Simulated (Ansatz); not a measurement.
**A convergence test on Ga2O3 (R-3c): k mesh of the hybrid**

How far can the k mesh of the hybrid be lowered for the gap of Ga2O3 (R-3c)?

Method: DFT, HSE06, plane waves, PAW, in Ansatz 0.2.0.

## 1. Set-up

It takes space group R-3c (No. 167, trigonal). Conventional cell: a = 4.997 Å, b = 4.997 Å, c = 13.451 Å, α = 90.00°, β = 90.00°, γ = 120.00°. Nearest to Ga lie 6 O at 1.93 to 2.08 Å. Nearest to O lie 4 Ga at 1.93 to 2.08 Å. Farther neighbours and most contacts between anions are not listed.

The cell and positions are those that the Materials Project relaxed with its own functionals (PBE, PBE+U or r2SCAN), kept fixed. This is not the form that Ga2O3 usually takes at ambient conditions. The default PAW set here is soft_2. Its files were made with PBE.

## 2. k mesh of the hybrid: 2×2×2

Contents of input.yaml:

```yaml
crystal:
  lattice:
    - [2.4986991939, 1.4426246522, 4.4835497685]
    - [-2.4986991939, 1.4426246522, 4.4835497685]
    - [0.0, -2.8852493044, 4.4835497685]
  atoms:
    - { symbol: Ga, position: [0.85558558, 0.85558558, 0.85558558] }
    - { symbol: Ga, position: [0.64441442, 0.64441442, 0.64441442] }
    - { symbol: Ga, position: [0.14441442, 0.14441442, 0.14441442] }
    - { symbol: Ga, position: [0.35558558, 0.35558558, 0.35558558] }
    - { symbol: O, position: [0.75, 0.44683282, 0.05316718] }
    - { symbol: O, position: [0.44683282, 0.05316718, 0.75] }
    - { symbol: O, position: [0.05316718, 0.75, 0.44683282] }
    - { symbol: O, position: [0.25, 0.55316718, 0.94683282] }
    - { symbol: O, position: [0.94683282, 0.25, 0.55316718] }
    - { symbol: O, position: [0.55316718, 0.94683282, 0.25] }
kpoints:
  mp_grid: { grid: [2, 2, 2] }
  band_path:
    path:
      - [0.0, 0.0, 0.0]
      - [0.5, 0.5, 0.5]
      - [0.76431389, 0.23568611, 0.5]
      - [0.5, -0.23568611, 0.23568611]
      - [0.5, 0.0, 0.0]
      - [0.36784305, -0.36784305, 0.0]
      - [0.63215695, 0.0, 0.36784305]
      - [0.5, 0.0, 0.5]
      - [0.0, 0.1666666667, -0.1666666667]
    npoints: 1
hamiltonian:
  xc: hse06
scf:
  occupations: { method: fixed }
  n_extra_bands: 7
output:
  eigenvalues: true
  write_density: true
  write_potential: true
  elf: true
  volumetric_format: npy
```

Launch:

```bash
$ ansatz run input.yaml --threads 3 --pin off --max-ram 92160MiB --backend cuda --events-out ev --progress --plain --runs-dir out --devices 1 --max-vram 13GiB  # rebuilt from the run's record
```

Numbers of over 12 decimals in the logs are rounded to 6 here.

Output:

```text
scf.n_extra_bands = 7 over 44 filled bands (N_el = 88.0): the run solves 51 bands
exact exchange: scf.exx.singularity resolves to wigner_seitz, which cuts the screened interaction at the faces of the exchange supercell's Wigner-Seitz cell, so that each pair interacts once, at the shortest of its separations (the periodic images that this leaves out come, for a point-like exchange hole, to about 0.011 eV on a filled level). The cut falls within the interaction's reach, and what an exchange supercel [...]
GPUs: using 1 of 1 available (devices: 1).
Engine: ansatz 0.2.0, x86_64-unknown-linux-gnu
Pseudopotentials: kind: paw
Pseudopotential: Ga, paw, valence charge 13, recommended cutoff 420 eV (normal), Ga.paw.azcp
Pseudopotential: O, paw, valence charge 6, recommended cutoff 420 eV (normal), O.paw.azcp
Functional definition: HSE06
  parameter a = 0.25
  parameter omega = 0.11/bohr
  exchange = pbe_x - a*pbe_x_sr(omega) + a*exact_x_sr(omega)
  correlation = pbe_c
davidson cushion auto → on  (no smearing: the cushion is to keep the highest requested band from converging to the state above it; pin scf.eigensolver.cushion to override)
concurrent solve slots: 2 of 3 are kept, ahead of what memory takes: no pass of the eigensolver takes more rounds on 2
device memory: the entry about to start is reckoned to put 1.5 GiB on a device that reports 33.1 GiB free (of which the cap on the GPU budget leaves the run 13.0 GiB)
GPU FFT provider: cuFFT
GPU libraries: cuBLAS 13.8.2, cuFFT 12.4.0, cuSOLVER 12.3.4
Crystal: 10 atoms, lattice volume = 96.971 Å³
Basis set: ecut = 420 eV, 1899 PW (Γ)
Bands: 51, of which v1, the nominal top of the filled ones, is band 44 counted from 1 (43 counted from 0)
Symmetry: 12 space group operations
Space group: R-3c (ITA 167), of the structure as read, at distance tolerance 4.6e-5 Å
k-points: 4 of 8
Non-local potential: Ga, projectors of the file, l = 0: 2, l = 1: 2, l = 2: 3, l = 3: 1
Non-local potential: O, projectors of the file, l = 0: 2, l = 1: 2, l = 2: 1
PAW form: soft (Blöchl's): semilocal exchange-correlation on the pseudo side does not see the compensation charge
PAW frozen core: Ga, regenerated for the run's functional, and the local potential with it (the file was generated under x = pbe(κ = 0.804, μ = 0.219515), c = pbe(β = 0.066725))
PAW frozen core: O, regenerated for the run's functional, and the local potential with it (the file was generated under x = pbe(κ = 0.804, μ = 0.219515), c = pbe(β = 0.066725))
PAW one-centre angular grid: Ga, 590 points (default); XC on 64 Gauss nodes
PAW one-centre angular grid: O, 110 points (default); XC on 96 Gauss nodes
Initial density: superposition of atomic densities (neutral atoms: chi_scale 0, normalization atom), corrected by the library's trained network
Initial wavefunctions: pseudopotential atomic-orbital guess
GPU buffer pool allocated for 46656 grid points (all kernels)
GPU transforms: local potential and band sums: pruned to the plane-wave sphere, on 36×36×36
Functional: x = pbe(κ = 0.804, μ = 0.219515), c = pbe(β = 0.066725), warm-up for x = pbe(κ = 0.804, μ = 0.219515) + 0.25 (exact − pbe) at short range (hse, ω = 0.207870 Å⁻¹), c = pbe(β = 0.066725); HSE06 as pw.x's `hse` composes it (authors' and Libxc's form: `xc: wpbeh`)
SCF iter   1: F=—  HF=-18539.637863 eV  |F-HF|=—  |Δ(HF+E_count)|=         —  Δρ=1.45e-3  dr2=7.36e-4  ethr=1.77e-3  ⟨swp⟩=2.0  Hψ=1360  notcnv=0
preconditioner: auto → none  [insulator: Δε(μ)=2.928 eV  Ē_g=17.115 eV  n_scr=26 (ndim 8)  ℏωp=35.4 eV  f_vac=0.015]
SCF iter   2: F=-18539.639361 eV  HF=-18539.639052 eV  |F-HF|=3.08e-4  |Δ(HF+E_count)|=   1.19e-3  Δρ=7.97e-4  dr2=1.96e-4  ethr=8.37e-7  ⟨swp⟩=5.0  Hψ=721  notcnv=0
SCF 1 stopped early in 2 iterations: F = -18539.639361 eV  dr2 = 1.96e-4
  greatest PAW one-centre occupation: 0.998 electrons in one spin orbital (limit 2), on the Ga atom at site 1 (counted from 0), in its partial waves of l = 2
[...]
preconditioner: auto → none  [insulator: Δε(μ)=4.691 eV  Ē_g=20.327 eV  n_scr=26 (ndim 8)  ℏωp=35.4 eV  f_vac=0.016]
SCF iter   2: F=—  HF=-18541.030205 eV  |F-HF|=—  |Δ(HF+E_count)|=   5.21e-2  Δρ=6.04e-3  dr2=1.72e-2  ethr=2.23e-6  ⟨swp⟩=4.0  Hψ=838  notcnv=0
SCF iter   3: F=—  HF=-18541.075726 eV  |F-HF|=—  |Δ(HF+E_count)|=   4.55e-2  Δρ=4.42e-3  dr2=7.62e-3  ethr=2.23e-6  ⟨swp⟩=4.0  Hψ=794  notcnv=0
SCF iter   4: F=—  HF=-18541.073981 eV  |F-HF|=—  |Δ(HF+E_count)|=   1.75e-3  Δρ=1.20e-3  dr2=4.98e-4  ethr=2.23e-6  ⟨swp⟩=3.0  Hψ=604  notcnv=0
SCF iter   5: F=—  HF=-18541.074627 eV  |F-HF|=—  |Δ(HF+E_count)|=   6.46e-4  Δρ=5.93e-4  dr2=2.49e-4  ethr=4.95e-7  ⟨swp⟩=3.8  Hψ=551  notcnv=0
SCF iter   6: F=-18541.074536 eV  HF=-18541.074562 eV  |F-HF|=2.65e-5  |Δ(HF+E_count)|=   6.41e-5  Δρ=1.81e-4  dr2=3.72e-5  ethr=2.74e-7  ⟨swp⟩=3.0  Hψ=566  notcnv=0
SCF 2 stopped early in 6 iterations: F = -18541.074536 eV  dr2 = 3.72e-5
  greatest PAW one-centre occupation: 0.998 electrons in one spin orbital (limit 2), on the Ga atom at site 3 (counted from 0), in its partial waves of l = 2
hybrid outer 1: dexx = +5.117e-2 eV, tail = 2.54e-4 eV
GPU FFT provider: cuFFT
GPU libraries: cuBLAS 13.8.2, cuFFT 12.4.0, cuSOLVER 12.3.4
GPU buffer pool allocated for 46656 grid points (all kernels)
GPU transforms: local potential and band sums: pruned to the plane-wave sphere, on 36×36×36
Exchange kernel: α = 0.2500, screened, ω = 0.2079 Å⁻¹, Wigner–Seitz truncation, v(0) = 874.6676 eV·Å³, q-mesh 2×2×2, nearest image of the exchange supercell L = 9.99 Å, pair-density grid 24×24×24, without the augmentation charges, whose exchange is taken in its separable form by FFT convolution over the k-point mesh (sized by the pseudopotential files, 30×30×30 at the most), smooth part of the exact exchange by density-matrix convolution in up to 559.1 MiB of GPU memory as planned if the GPU has room (build and FFT work areas not counted)
Frozen-core exchange: fock
SCF iter   1: F=—  HF=-18541.072637 eV  |F-HF|=—  |Δ(HF+E_count)|=         —  Δρ=9.22e-5  dr2=7.04e-6  ethr=1.44e-6  ⟨swp⟩=3.0  Hψ=475  notcnv=0
preconditioner: auto → none  [insulator: Δε(μ)=4.734 eV  Ē_g=20.250 eV  n_scr=26 (ndim 8)  ℏωp=35.4 eV  f_vac=0.019]
iter 2 solved again at ethr=6.29e-10 eV; its pass at ethr=7.51e-9 eV (dr2=5.53e-7 eV) is discarded
SCF iter   2: F=—  HF=-18541.072646 eV  |F-HF|=—  |Δ(HF+E_count)|=   9.58e-6  Δρ=3.69e-5  dr2=7.43e-7  ethr=6.29e-10  ⟨swp⟩=2.0  Hψ=1232  notcnv=0
SCF iter   3: F=-18541.072646 eV  HF=-18541.072646 eV  |F-HF|=8.21e-9  |Δ(HF+E_count)|=   1.43e-7  Δρ=8.94e-6  dr2=7.95e-8  ethr=6.29e-10  ⟨swp⟩=3.0  Hψ=514  notcnv=0
SCF 3 converged in 3 iterations: F = -18541.072646 eV  dr2 = 7.95e-8
hybrid outer 2: dexx = +3.671e-6 eV, tail = 2.38e-7 eV, Δε = 4.38e-3 eV (about 1.72e-4 eV left of the loop's levels)
device memory: the entry about to start is reckoned to put 0.8 GiB on a device that reports 35.4 GiB free (of which the cap on the GPU budget leaves the run 13.0 GiB)
NSCF: frozen V_eff on 9 k-points
hybrid SCF converged: 2 outer / 9 inner (+2 warm-up), last move |dexx| = 3.67e-6 eV, tail = 2.38e-7 eV
Stability not checked: this state was not tested for a lower state beside it, because the functional holds exact exchange (a hybrid, or Hartree-Fock), whose exchange loop this test does not read (fock_operator; see scf.lower_state_search)
Free energy (F): -18541.072646 eV
Frozen-core exchange: fock
Harris-Foulkes:  -18541.072646 eV  (|F-HF|=8.21e-9)
Internal energy: -18541.072646 eV  (E = F + TS)
E sigma→0 (E₀):  -18541.072646 eV
Fermi energy:    7.768967 eV
--- Per-component energies (eV) ---
  E_band       = -201.128268
  E_kinetic    = 1526.339012
  E_local      = -8543.777927  (includes V_loc(G=0)·N_el)
  E_nonlocal   = 2023.228016
  E_hartree    = 3876.388719
  E_xc         = -571.436246
  E_vxc        = -629.710839  (∫ρ·V_xc dr)
  E_exx        = -311.805097  (= α·E_x^exact, valence–valence)
  E_paw        = -8786.703573  (= ΣΔE_a)
  E_vpaw       = -1706.389748  (= ΣTr[D̂ρ^β])
  E_aug_tail   = 0.014548  (compensation charges beyond the density's cutoff)
  E_ewald      = -7753.609124
  E_core_change = 0.289025  (= ΣΔE_core)
  E_smearing   = -0.000000  (= −TS)
  E_closure    = -0.000000  (closes the sum)
  Σ components = -18541.072646   (vs F -18541.072646, Δ=3.64e-12)
--- Band table (eV) ---
  k-point 0: bands = [... 40 lower, 7.6021, 7.6370, 7.6777, 7.6777, 12.5042, 16.6234, 16.6448, 18.9790, ... 3 higher]
  k-point 1: bands = [... 40 lower, 6.8796, 6.8796, 7.7577, 7.7577, 16.2855, 16.2855, 16.6323, 16.6323, ... 3 higher]
  k-point 2: bands = [... 40 lower, 7.0009, 7.2409, 7.6790, 7.7690, 16.4570, 16.6830, 17.5467, 17.7695, ... 3 higher]
  k-point 3: bands = [... 40 lower, 7.6216, 7.6216, 7.6216, 7.6216, 15.6762, 15.6762, 17.8559, 17.8559, ... 3 higher]
```

It took 17 s on 1 × NVIDIA H100 80GB HBM3 (shared by 6 runs) with 3 threads of AMD EPYC 7R13 (Zen 3), shared host; peak memory 1.1 GiB.

Reading the cycles: dr2 is the Hartree energy of the density residual (eV), the measure of convergence; HF is the Harris–Foulkes estimate of the energy, which meets the free energy F at convergence.

Numbers from this step:

```
gap                     : 4.577 eV
valence top at          : k = (0.000, 0.167, -0.167)
conduction bottom at    : Γ
least direct gap        : 4.826 eV
exact-exchange fraction : 0.25
```

The gap is indirect, with the least direct gap 0.25 eV higher.

## 3. k mesh of the hybrid: 4×4×4

input.yaml, as its differences from that of step 2:

```diff
@@ -17,3 +17,3 @@
 kpoints:
-  mp_grid: { grid: [2, 2, 2] }
+  mp_grid: { grid: [4, 4, 4] }
   band_path:
@@ -37,5 +37 @@
   eigenvalues: true
-  write_density: true
-  write_potential: true
-  elf: true
-  volumetric_format: npy
```

Output:

```text
[...]
GPUs: using 1 of 1 available (devices: 1).
[...]
GPU FFT provider: cuFFT
GPU libraries: cuBLAS 13.8.2, cuFFT 12.4.0, cuSOLVER 12.3.4
Crystal: 10 atoms, lattice volume = 96.971 Å³
Basis set: ecut = 420 eV, 1899 PW (Γ)
Bands: 51, of which v1, the nominal top of the filled ones, is band 44 counted from 1 (43 counted from 0)
[... 1 set-up line as in the run before ...]
[...]
k-points: 13 of 64
[...]
Fermi energy:    7.869356 eV
[...]
--- Band table (eV; the first three rows and the last of 13) ---
  k-point 0: bands = [... 40 lower, 7.5966, 7.6368, 7.6728, 7.6728, 12.4688, 16.6214, 16.6327, 18.9746, ... 3 higher]
  k-point 1: bands = [... 40 lower, 7.2600, 7.3785, 7.7176, 7.8694, 14.0538, 16.4154, 17.2501, 18.1782, ... 3 higher]
  k-point 2: bands = [... 40 lower, 6.8727, 6.8727, 7.7497, 7.7497, 16.2761, 16.2761, 16.6244, 16.6244, ... 3 higher]
  k-point 12: bands = [... 40 lower, 7.6164, 7.6164, 7.6164, 7.6164, 15.6608, 15.6608, 17.8527, 17.8527, ... 3 higher]
[key lines of the parts left out:]
Free energy (F): -18541.155896 eV
```

It took 35 s on 1 × NVIDIA H100 80GB HBM3 (shared by 6 runs) with 3 threads; peak memory 1.5 GiB; 72 s of CPU time.

This step gave:

```yaml
gap: 4.548 eV
valence_top_at: k = (0.000, 0.167, -0.167)
conduction_bottom_at: Γ
least_direct_gap: 4.796 eV
```

The gap is 4.548 eV, −0.029 eV from the run before at this level.

## 4. The series

Differences are against the last row; a negative gap means that bands overlap, and a run with a band path holds that path's time. Times are wall times on 1 × NVIDIA H100 80GB HBM3 (shared by 6 runs) with 3 threads of AMD EPYC 7R13 (Zen 3), shared host, good to a factor of about two.

```
k mesh of the hybrid  gap (eV)  direct gap (eV)  gap error (eV)  energy error (meV/atom)  irreducible k  time
               2×2×2     4.577            4.826          +0.029                     +8.3              4  17 s
               4×4×4     4.548            4.796          +0.000                     +0.0             13  35 s
```

## 5. Outcome

```json
{
  "2×2×2": "4.577 eV",
  "4×4×4": "4.548 eV"
}
```

In words: The gap holds to 0.02 eV from 4×4×4 on, the last run itself, so the series does not show convergence. At 2×2×2 the gap is off by +0.029 eV and the energy by +8 meV/atom. The gap is read over the mesh and added points near the edges, so meshes differ mainly through the density and, for a hybrid, the exchange operator.

[Paths, hosts, dates, memory and timing lines, banners, echoed tables and standing remarks are left out of the program output.]

[Logs are printed without paths, hosts, clocks, repeated set-up lines and the standing remarks that a program may print on its own settings, such as how far it seeks lower states.]

[Runs of the session that timed out or met a known fault of the program may be left out.]

[Cells called generated may have been cut or substituted from an entry of the Crystallography Open Database or the Materials Project.]

[Hosts, paths, dates, database ids (printed as entryN), source tags and the programs' standing remarks are cut or masked in the printed files.]
